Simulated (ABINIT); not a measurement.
Planning a run of ABINIT 10.8.3 on WS2 (Tungstenite). The input:

```
acell 3*1.0 Angstrom
rprim 
  3.153199999992 0.000000000002 0.000000000000
  -1.576599999998 2.730751303206 0.000000000000
  0.000000000000 0.000000000000 12.323000000000
ntypat 2
znucl 74 16
natom 6
typat 1 1 2 2 2 2
xred 
  0.333333333333 0.666666666667 0.250000000000
  0.666666666667 0.333333333333 0.750000000000
  0.333333333333 0.666666666667 0.622500000000
  0.666666666667 0.333333333333 0.122500000000
  0.333333333333 0.666666666667 0.877500000000
  0.666666666667 0.333333333333 0.377500000000
pp_dirpath "pseudos"
pseudos "W.upf, S.upf"
ecut 29
ngkpt 3 3 1
nshiftk 1
shiftk 0 0 0
kptopt 1
chksymbreak 0
istwfk *1
occopt 1
irdwfk 1
optdriver 4
nband 391
gwcalctyp 0
ecutsigx 29
symsigma 1
nkptgw 3
kptgw 
  0.0000000000 0.0000000000 0.0000000000
  0.3333333333 0.0000000000 0.0000000000
  0.3333333333 0.3333333333 0.0000000000
bdgw 
  13 30
  13 30
  13 30
ecuteps 6.6
irdscr 1
ppmodel 1
indata_prefix "in"
outdata_prefix "out"
tmpdata_prefix "tmp"
```

```sh
OMP_NUM_THREADS=1 mpirun -n 4 abinit run.abi > log
```

Q: Estimate wall time and host memory on 4 MPI ranks of Arm Neoverse V2, shared host.

It took 4.8 min; on shared hardware allow 2.4 min to 9.6 min. Peak host memory was 1.5 GiB.

[Paths, hosts, dates, memory and timing lines, banners, echoed tables and standing remarks are left out of the program output.]

[Logs are printed without paths, hosts, clocks, repeated set-up lines and the standing remarks that a program may print on its own settings, such as how far it seeks lower states.]

[Runs of the session that timed out or met a known fault of the program may be left out.]

[Hosts, paths, dates, database ids (printed as entryN), source tags and the programs' standing remarks are cut or masked in the printed files.]

[G0W0 gaps are taken among the corrected bands and points alone; a level outside them can change the order at an edge.]

[Where Ansatz stands beside ABINIT at settings called matched, ABINIT's density can come from a denser mesh and the files from another edition; pairs whose starting gaps differed by over 0.03 eV were left out, so agreement reads better than it is.]
